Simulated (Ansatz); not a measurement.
## Work function of W(110): what the settings cost and change

Aim: the work function of W(110) against thickness and vacuum, with the cost.

Main program and level: Ansatz 0.2.0; plane-wave DFT, PBE, Ansatz PAW.

**Measured values to reproduce.**

For W (clean (110) face, a compiled value), “Anisotropic work function of elemental crystals” (2019, arxiv:1902.07811) quotes earlier work: work function (clean (110) face, a compiled value) 5.25 eV.

Most raw output is cut from this account.

### 1. The starting structure

The cell holds 1 atom: 1 W. Cell: a = 2.737 Å, b = 2.737 Å, c = 18.000 Å, α = 90.0°, β = 90.0°, γ = 70.5°. Vacuum lies along c.

### 2. Run, setting 1 layer

A work function rests on the faint tail of the density, so the SCF threshold is tight. The slab grows from one layer, at fixed mesh and 18 Å of vacuum; then the vacuum is varied on one slab.

input.yaml

```yaml
crystal:
  lattice:
    - [2.2344574285, -1.58, 0.0]
    - [2.2344574285, 1.58, 0.0]
    - [0.0, 0.0, 18.0]
  atoms:
    - { symbol: W, position: [0.0, 0.0, 0.5] }
kpoints:
  mp_grid: { grid: [16, 16, 1] }
hamiltonian:
  xc: pbe
scf:
  occupations: { method: fermi_dirac, width: 0.1 }
  convergence: { dr2_threshold: 1.0e-09 }
efield:
  axis: 3
  dipole_correction: true
  ramp_position: 0.97
  ramp_width: 0.06
output:
  write_potential: true
  write_density: true
  volumetric_format: npy
  elf: true
```

Run with:

```
ansatz run input.yaml --threads 2 --pin off --max-ram 3072MiB --backend cpu --events-out ev --progress --plain --runs-dir out
```

Run time: 15 s. Hardware: 2 threads of Arm Neoverse N1, shared host; peak memory 0.46 GiB; 29 s of CPU time.

This step gave:

* energy at zero smearing: -10381.5823 eV
* work function, upper face: 5.298 eV

Running mean over 2.234 Å of the planar mean; the ramp of the sawtooth is left out. Electron's electrostatic potential energy less the Fermi level against z:

z (Å), electron's electrostatic potential energy less the Fermi level (eV) and a bar from the least value:
```
     2.88        5.3 ##############################
     3.31        5.3 ##############################
     3.74        5.3 ##############################
     4.18        5.3 ##############################
     4.61        5.3 ##############################
     5.04        5.3 ##############################
     5.47        5.3 ##############################
     5.90        5.2 ##############################
     6.19        5.1 ##############################
     6.62        4.6 #############################
     7.06        3.4 ###########################
     7.49        0.3 #####################
     7.92       -4.6 ############
     8.35       -9.2 ####
     8.78      -11.6 
     9.22      -11.6 
     9.65       -9.2 ####
    10.08       -4.6 ############
    10.51        0.3 #####################
    10.94        3.4 ###########################
    11.38        4.6 #############################
    11.81        5.1 ##############################
    12.10        5.2 ##############################
    12.53        5.3 ##############################
    12.96        5.3 ##############################
    13.39        5.3 ##############################
    13.82        5.3 ##############################
    14.26        5.3 ##############################
    14.69        5.3 ##############################
    15.12        5.3 ##############################
```

Valence density in the ca plane at fractional y = 0.000, with atoms of W within 0.2 Å of it. It is the smooth field of the valence electrons, not physical close to the nuclei.

Ten steps, logarithmic in the rise over the least value, from '0' (0.0 e/Å³) to '9' (5.0 e/Å³), each cell a mean:
```
00000000000000000014899962100000000000000000
00000000000000000013689742100000000000000000
00000000000000000013466532100000000000000000
00000000000000000012344432100000000000000000
00000000000000000012455432100000000000000000
00000000000000000013578642100000000000000000
00000000000000000013799852100000000000000000
00000000000000000014899962100000000000000000
```
Columns run along c (18.0 Å), rows up along a (2.7 Å). Atoms in or near the plane, at fractional coordinates: W at (0.50, 0.00).

Electrostatic potential energy in the ca plane at fractional y = 0.000, with atoms of W within 0.2 Å of it. With pseudopotentials it is smooth inside the atoms' cores, unlike the true potential.

Ten even steps from '0' (-44 eV) to '9' (4 eV), each cell a mean:
```
99999999999999999997100048999999999999999999
99999999999999999998400268999999999999999999
99999999999999999998754689999999999999999999
99999999999999999999887899999999999999999999
99999999999999999999876789999999999999999999
99999999999999999998621479999999999999999999
99999999999999999997200058999999999999999999
99999999999999999986100048999999999999999999
```
Columns run along c (18.0 Å; values clipped at the 3rd and 97th percentile), rows up along a (2.7 Å). Atoms in or near the plane, at fractional coordinates: W at (0.50, 0.00).

ELF in the ca plane at fractional y = 0.000, with atoms of W within 0.2 Å of it. It is the smooth field of the valence electrons, not physical close to the nuclei.

Values, 5 rows by 16 columns, each cell a mean:
```
0.00 0.00 0.00 0.00 0.00 0.03 0.13 0.46 0.51 0.15 0.05 0.00 0.00 0.00 0.00 0.00
0.00 0.00 0.00 0.00 0.00 0.04 0.25 0.35 0.38 0.28 0.07 0.00 0.00 0.00 0.00 0.00
0.00 0.00 0.00 0.00 0.00 0.05 0.32 0.40 0.39 0.37 0.08 0.00 0.00 0.00 0.00 0.00
0.00 0.00 0.00 0.00 0.00 0.04 0.20 0.38 0.45 0.22 0.06 0.00 0.00 0.00 0.00 0.00
0.00 0.00 0.00 0.00 0.00 0.03 0.12 0.45 0.45 0.13 0.04 0.00 0.00 0.00 0.00 0.00
```
Columns run along c (18.0 Å), rows up along a (2.7 Å). Atoms in or near the plane, at fractional coordinates: W at (0.50, 0.00).

The work function is 5.298 eV.

### 3. Run, 2 atoms

System of this step: W(110). The cell holds 2 atoms: 2 W. Its edges and angles: a = 2.737 Å, b = 2.737 Å, c = 20.234 Å, α = 90.0°, β = 90.0°, γ = 70.5°. Vacuum lies along c.

input.yaml, the sections that differ from step 2:

```yaml
crystal:
  lattice:
    - [2.2344574285, -1.58, 0.0]
    - [2.2344574285, 1.58, 0.0]
    - [0.0, 0.0, 20.2344574285]
  atoms:
    - { symbol: W, position: [0.0, 0.0, 0.4447858329] }
    - { symbol: W, position: [0.5, 0.5, 0.5552141671] }
output:
  write_potential: true
  write_density: true
  volumetric_format: npy
# kpoints, hamiltonian, scf, efield: as in step 2
```

The job ended after 29 s (2 threads; peak memory 0.51 GiB).

The work function is 4.768 eV, -0.531 eV from the run “1 layer”, at 2.0 times its CPU time.

### 4. Run, 3 atoms

System of this step: W(110). The cell holds 3 atoms: 3 W. Cell: a = 2.737 Å, b = 2.737 Å, c = 22.469 Å, α = 90.0°, β = 90.0°, γ = 70.5°. Vacuum lies along c.

input.yaml, the sections that differ from step 3:

```yaml
crystal:
  lattice:
    - [2.2344574285, -1.58, 0.0]
    - [2.2344574285, 1.58, 0.0]
    - [0.0, 0.0, 22.4689148571]
  atoms:
    - { symbol: W, position: [0.0, 0.0, 0.4005533893] }
    - { symbol: W, position: [0.5, 0.5, 0.5] }
    - { symbol: W, position: [0.0, 0.0, 0.5994466107] }
# kpoints, hamiltonian, scf, efield, output: as in step 3
```

It took 47 s on 2 threads; peak memory 0.62 GiB; 93 s of CPU time.

The work function is 4.897 eV, +0.130 eV from the run “2 layers”, at 1.6 times its CPU time.

### 5. Run, 4 atoms

System of this step: W(110). The cell holds 4 atoms: 4 W. Its edges and angles: a = 2.737 Å, b = 2.737 Å, c = 24.703 Å, α = 90.0°, β = 90.0°, γ = 70.5°. Vacuum lies along c.

input.yaml, the sections that differ from step 4:

```yaml
crystal:
  lattice:
    - [2.2344574285, -1.58, 0.0]
    - [2.2344574285, 1.58, 0.0]
    - [0.0, 0.0, 24.7033722856]
  atoms:
    - { symbol: W, position: [0.0, 0.0, 0.3643227287] }
    - { symbol: W, position: [0.5, 0.5, 0.4547742429] }
    - { symbol: W, position: [0.0, 0.0, 0.5452257571] }
    - { symbol: W, position: [0.5, 0.5, 0.6356772713] }
# kpoints, hamiltonian, scf, efield, output: as in step 4
```

Elapsed: 65 s, on 2 threads; peak memory 0.75 GiB.

The work function is 4.909 eV, +0.012 eV from the run “3 layers”, at 1.2 times its CPU time.

### 6. Run, 5 atoms

System of this step: W(110). The cell holds 5 atoms: 5 W. Its edges and angles: a = 2.737 Å, b = 2.737 Å, c = 26.938 Å, α = 90.0°, β = 90.0°, γ = 70.5°. Vacuum lies along c.

input.yaml, the sections that differ from step 5:

```yaml
crystal:
  lattice:
    - [2.2344574285, -1.58, 0.0]
    - [2.2344574285, 1.58, 0.0]
    - [0.0, 0.0, 26.9378297142]
  atoms:
    - { symbol: W, position: [0.0, 0.0, 0.3341026391] }
    - { symbol: W, position: [0.5, 0.5, 0.4170513196] }
    - { symbol: W, position: [0.0, 0.0, 0.5] }
    - { symbol: W, position: [0.5, 0.5, 0.5829486804] }
    - { symbol: W, position: [0.0, 0.0, 0.6658973609] }
# kpoints, hamiltonian, scf, efield, output: as in step 5
```

Wall time 92 s (2 threads); peak memory 0.88 GiB.

The work function is 4.893 eV, -0.017 eV from the run “4 layers”, at 1.5 times its CPU time.

### 7. Run, 6 atoms

System of this step: W(110). The cell holds 6 atoms: 6 W. Cell: a = 2.737 Å, b = 2.737 Å, c = 29.172 Å, α = 90.0°, β = 90.0°, γ = 70.5°. Vacuum lies along c.

input.yaml, the sections that differ from step 6:

```yaml
crystal:
  lattice:
    - [2.2344574285, -1.58, 0.0]
    - [2.2344574285, 1.58, 0.0]
    - [0.0, 0.0, 29.1722871427]
  atoms:
    - { symbol: W, position: [0.0, 0.0, 0.3085119777] }
    - { symbol: W, position: [0.5, 0.5, 0.3851071866] }
    - { symbol: W, position: [0.0, 0.0, 0.4617023955] }
    - { symbol: W, position: [0.5, 0.5, 0.5382976045] }
    - { symbol: W, position: [0.0, 0.0, 0.6148928134] }
    - { symbol: W, position: [0.5, 0.5, 0.6914880223] }
# kpoints, hamiltonian, scf, efield, output: as in step 6
```

Wall time 1.9 min (2 threads); peak memory 1.1 GiB.

The work function is 4.910 eV, +0.017 eV from the run “5 layers”, at 1.4 times its CPU time.

### 8. Slab, 8 atoms

System of this step: W(110). The cell holds 8 atoms: 8 W. Its edges and angles: a = 2.737 Å, b = 2.737 Å, c = 33.641 Å, α = 90.0°, β = 90.0°, γ = 70.5°. Vacuum lies along c.

input.yaml, the sections that differ from step 7:

```yaml
crystal:
  lattice:
    - [2.2344574285, -1.58, 0.0]
    - [2.2344574285, 1.58, 0.0]
    - [0.0, 0.0, 33.6412019998]
  atoms:
    - { symbol: W, position: [0.0, 0.0, 0.2675290853] }
    - { symbol: W, position: [0.5, 0.5, 0.3339493467] }
    - { symbol: W, position: [0.0, 0.0, 0.400369608] }
    - { symbol: W, position: [0.5, 0.5, 0.4667898693] }
    - { symbol: W, position: [0.0, 0.0, 0.5332101307] }
    - { symbol: W, position: [0.5, 0.5, 0.599630392] }
    - { symbol: W, position: [0.0, 0.0, 0.6660506533] }
    - { symbol: W, position: [0.5, 0.5, 0.7324709147] }
# kpoints, hamiltonian, scf, efield, output: as in step 7
```

Wall time 2.8 min (2 threads); peak memory 1.3 GiB; 5.6 min of CPU time.

The work function is 4.902 eV, -0.008 eV from the run “6 layers”, at 1.5 times its CPU time.

### 9. Slab, 10 atoms

System of this step: W(110). The cell holds 10 atoms: 10 W. Cell: a = 2.737 Å, b = 2.737 Å, c = 38.110 Å, α = 90.0°, β = 90.0°, γ = 70.5°. Vacuum lies along c.

input.yaml, the sections that differ from step 8:

```yaml
crystal:
  lattice:
    - [2.2344574285, -1.58, 0.0]
    - [2.2344574285, 1.58, 0.0]
    - [0.0, 0.0, 38.1101168569]
  atoms:
    - { symbol: W, position: [0.0, 0.0, 0.2361577645] }
    - { symbol: W, position: [0.5, 0.5, 0.2947893724] }
    - { symbol: W, position: [0.0, 0.0, 0.3534209803] }
    - { symbol: W, position: [0.5, 0.5, 0.4120525882] }
    - { symbol: W, position: [0.0, 0.0, 0.4706841961] }
    - { symbol: W, position: [0.5, 0.5, 0.5293158039] }
    - { symbol: W, position: [0.0, 0.0, 0.5879474118] }
    - { symbol: W, position: [0.5, 0.5, 0.6465790197] }
    - { symbol: W, position: [0.0, 0.0, 0.7052106276] }
    - { symbol: W, position: [0.5, 0.5, 0.7638422355] }
# kpoints, hamiltonian, scf, efield, output: as in step 8
```

The job ended after 5.2 min (2 threads; peak memory 2 GiB).

The work function is 4.896 eV, -0.006 eV from the run “8 layers”, at 1.9 times its CPU time.

### 10. Run, 13 atoms

System of this step: W(110). The cell holds 13 atoms: 13 W. Its edges and angles: a = 2.737 Å, b = 2.737 Å, c = 44.813 Å, α = 90.0°, β = 90.0°, γ = 70.5°. Vacuum lies along c.

input.yaml, the sections that differ from step 9:

```yaml
crystal:
  lattice:
    - [2.2344574285, -1.58, 0.0]
    - [2.2344574285, 1.58, 0.0]
    - [0.0, 0.0, 44.8134891426]
  atoms:
    - { symbol: W, position: [0.0, 0.0, 0.2008323871] }
    - { symbol: W, position: [0.5, 0.5, 0.2506936559] }
    - { symbol: W, position: [0.0, 0.0, 0.3005549248] }
    - { symbol: W, position: [0.5, 0.5, 0.3504161936] }
    - { symbol: W, position: [0.0, 0.0, 0.4002774624] }
    - { symbol: W, position: [0.5, 0.5, 0.4501387312] }
    - { symbol: W, position: [0.0, 0.0, 0.5] }
    - { symbol: W, position: [0.5, 0.5, 0.5498612688] }
    - { symbol: W, position: [0.0, 0.0, 0.5997225376] }
    - { symbol: W, position: [0.5, 0.5, 0.6495838064] }
    - { symbol: W, position: [0.0, 0.0, 0.6994450752] }
    - { symbol: W, position: [0.5, 0.5, 0.7493063441] }
    - { symbol: W, position: [0.0, 0.0, 0.7991676129] }
# kpoints, hamiltonian, scf, efield, output: as in step 9
```

Wall time 7.8 min (2 threads); peak memory 2.5 GiB; 16 min of CPU time.

The work function is 4.900 eV, +0.004 eV from the run “10 layers”, at 1.5 times its CPU time.

### 11. Slab, 7 atoms

System of this step: W(110). The cell holds 7 atoms: 7 W. Its edges and angles: a = 2.737 Å, b = 2.737 Å, c = 23.407 Å, α = 90.0°, β = 90.0°, γ = 70.5°. Vacuum lies along c.

input.yaml, the sections that differ from step 10:

```yaml
crystal:
  lattice:
    - [2.2344574285, -1.58, 0.0]
    - [2.2344574285, 1.58, 0.0]
    - [0.0, 0.0, 23.4067445713]
  atoms:
    - { symbol: W, position: [0.0, 0.0, 0.2136136439] }
    - { symbol: W, position: [0.5, 0.5, 0.3090757626] }
    - { symbol: W, position: [0.0, 0.0, 0.4045378813] }
    - { symbol: W, position: [0.5, 0.5, 0.5] }
    - { symbol: W, position: [0.0, 0.0, 0.5954621187] }
    - { symbol: W, position: [0.5, 0.5, 0.6909242374] }
    - { symbol: W, position: [0.0, 0.0, 0.7863863561] }
# kpoints, hamiltonian, scf, efield, output: as in step 10
```

The job ended after 2.2 min (2 threads; peak memory 1 GiB).

The work function is 4.891 eV. The program marks this work function as in doubt.

### 12. Slab, 7 atoms (run 2)

The cell differs from the one that the last finished run ended in (c 23.407 → 27.407 Å).

input.yaml, the sections that differ from step 11:

```yaml
crystal:
  lattice:
    - [2.2344574285, -1.58, 0.0]
    - [2.2344574285, 1.58, 0.0]
    - [0.0, 0.0, 27.4067445713]
  atoms:
    - { symbol: W, position: [0.0, 0.0, 0.2554115824] }
    - { symbol: W, position: [0.5, 0.5, 0.3369410549] }
    - { symbol: W, position: [0.0, 0.0, 0.4184705275] }
    - { symbol: W, position: [0.5, 0.5, 0.5] }
    - { symbol: W, position: [0.0, 0.0, 0.5815294725] }
    - { symbol: W, position: [0.5, 0.5, 0.6630589451] }
    - { symbol: W, position: [0.0, 0.0, 0.7445884176] }
# kpoints, hamiltonian, scf, efield, output: as in step 11
```

It took 2.5 min on 2 threads; peak memory 1.2 GiB.

The work function is 4.900 eV, +0.009 eV from the run “7 layers, 10 Å of vacuum”, at 1.0 times its CPU time.

### 13. Slab, 7 atoms (run 3)

The cell differs from the one that the last finished run ended in (c 27.407 → 39.407 Å).

input.yaml, the sections that differ from step 12:

```yaml
crystal:
  lattice:
    - [2.2344574285, -1.58, 0.0]
    - [2.2344574285, 1.58, 0.0]
    - [0.0, 0.0, 39.4067445713]
  atoms:
    - { symbol: W, position: [0.0, 0.0, 0.3298927669] }
    - { symbol: W, position: [0.5, 0.5, 0.3865951779] }
    - { symbol: W, position: [0.0, 0.0, 0.443297589] }
    - { symbol: W, position: [0.5, 0.5, 0.5] }
    - { symbol: W, position: [0.0, 0.0, 0.556702411] }
    - { symbol: W, position: [0.5, 0.5, 0.6134048221] }
    - { symbol: W, position: [0.0, 0.0, 0.6701072331] }
# kpoints, hamiltonian, scf, efield, output: as in step 12
```

Run time: 3.4 min. Hardware: 2 threads; peak memory 1.5 GiB; 6.7 min of CPU time.

The work function is 4.900 eV, +0.000 eV from the run “7 layers, 14 Å of vacuum”, at 1.5 times its CPU time.

### 14. Side by side

Times are for 2 threads of Arm Neoverse N1, shared host. The series side by side:

| no. | setting | work function, upper face (eV) | time | memory (GiB) |
| --- | --- | --- | --- | --- |
| 1 | 1 layer | 5.298 | 15 s | 0.46 |
| 2 | 2 layers | 4.768 | 29 s | 0.51 |
| 3 | 3 layers | 4.897 | 47 s | 0.62 |
| 4 | 4 layers | 4.909 | 65 s | 0.75 |
| 5 | 5 layers | 4.893 | 92 s | 0.88 |
| 6 | 6 layers | 4.910 | 1.9 min | 1.1 |
| 7 | 8 layers | 4.902 | 2.8 min | 1.3 |
| 8 | 10 layers | 4.896 | 5.2 min | 2.0 |
| 9 | 13 layers | 4.900 | 7.8 min | 2.5 |
| 10 | 7 layers, 10 Å of vacuum | 4.891 | 2.2 min | 1.0 |
| 11 | 7 layers, 14 Å of vacuum | 4.900 | 2.5 min | 1.2 |
| 12 | 7 layers, 26 Å of vacuum | 4.900 | 3.4 min | 1.5 |

### 15. Varying the input

System of this step: W(110) monolayer. The cell holds 1 atom: 1 W. Cell: a = 2.737 Å, b = 2.737 Å, c = 18.000 Å, α = 90.0°, β = 90.0°, γ = 70.5°. Vacuum lies along c.

An input spoilt on purpose, to show how the run answers: it repeats the earlier run “1 layer” with efield.ramp_width from 0.06 to 0.9, and scf.max_iter set to 75; its output block differs too.

input.yaml, the sections that differ from step 13:

```yaml
crystal:
  lattice:
    - [2.2344574285, -1.58, 0.0]
    - [2.2344574285, 1.58, 0.0]
    - [0.0, 0.0, 18.0]
  atoms:
    - { symbol: W, position: [0.0, 0.0, 0.5] }
scf:
  occupations: { method: fermi_dirac, width: 0.1 }
  convergence: { dr2_threshold: 1.0e-09 }
  max_iter: 75
efield:
  axis: 3
  dipole_correction: true
  ramp_position: 0.97
  ramp_width: 0.9
# kpoints, hamiltonian, output: as in step 13
```

It took 0.3 s on 2 threads; peak memory 0.24 GiB.

The program refused the input before any cycle.

The program's message: “Error: efield: ion 0 (W) at fractional coordinate 0.5000 along the field axis lies inside the sawtooth ramp with 2 of the planes that the density is read on at each end, [0.9540, 0.8860] — the ramp mu …”

The fault put into the input: a ramp so wide that it reaches the atoms.

### 16. Results

| Property | Result |
| --- | --- |
| work function, 1 layer | 5.298 eV |
| work function, 2 layers | 4.768 eV |
| work function, 6 layers | 4.910 eV |
| work function, 13 layers | 4.900 eV |

The thickest slab gives 4.90 eV, and the settings tried spread the value from 4.77 to 5.30 eV. At 18 Å of vacuum, the slabs from 3 layers on stay within 0.02 eV of the thickest. Going from 10 to 26 Å of vacuum moves it by 0.009 eV. The program marks the value as in doubt in “7 layers, 10 Å of vacuum”. The ladder's slabs use the tabulated experimental lattice constant (two decimals; a low-temperature value for the alkali metals). In 1 run of the series (7 layers, 10 Å of vacuum) the program warns that electrons reach the sawtooth's ramp, which makes dipole and work function less sure.

Computed beside measured:

| quantity | measured | 13 layers |
| --- | --- | --- |
| work function (clean (110) face, a compiled value) (eV) | 5.25 | 4.90 (-0.35 eV) |

Measured values from arxiv:1902.07811 (2019).

**Verdict.** The work function is off by -0.35 eV: fair agreement. The grades are ours: good and fair within 3 and 7 % for the work function. No cell relaxation is part of this session.

[Logs are printed without paths, hosts, clocks, repeated set-up lines and the standing remarks that a program may print on its own settings, such as how far it seeks lower states.]

[Hosts, paths, dates, database ids (printed as entryN), source tags and the programs' standing remarks are cut or masked in the printed files.]

[Maps of the electrostatic potential energy from Ansatz leave out the sawtooth potential of an applied field or a dipole correction, so their vacuum need not be flat; planar profiles and work functions include it.]
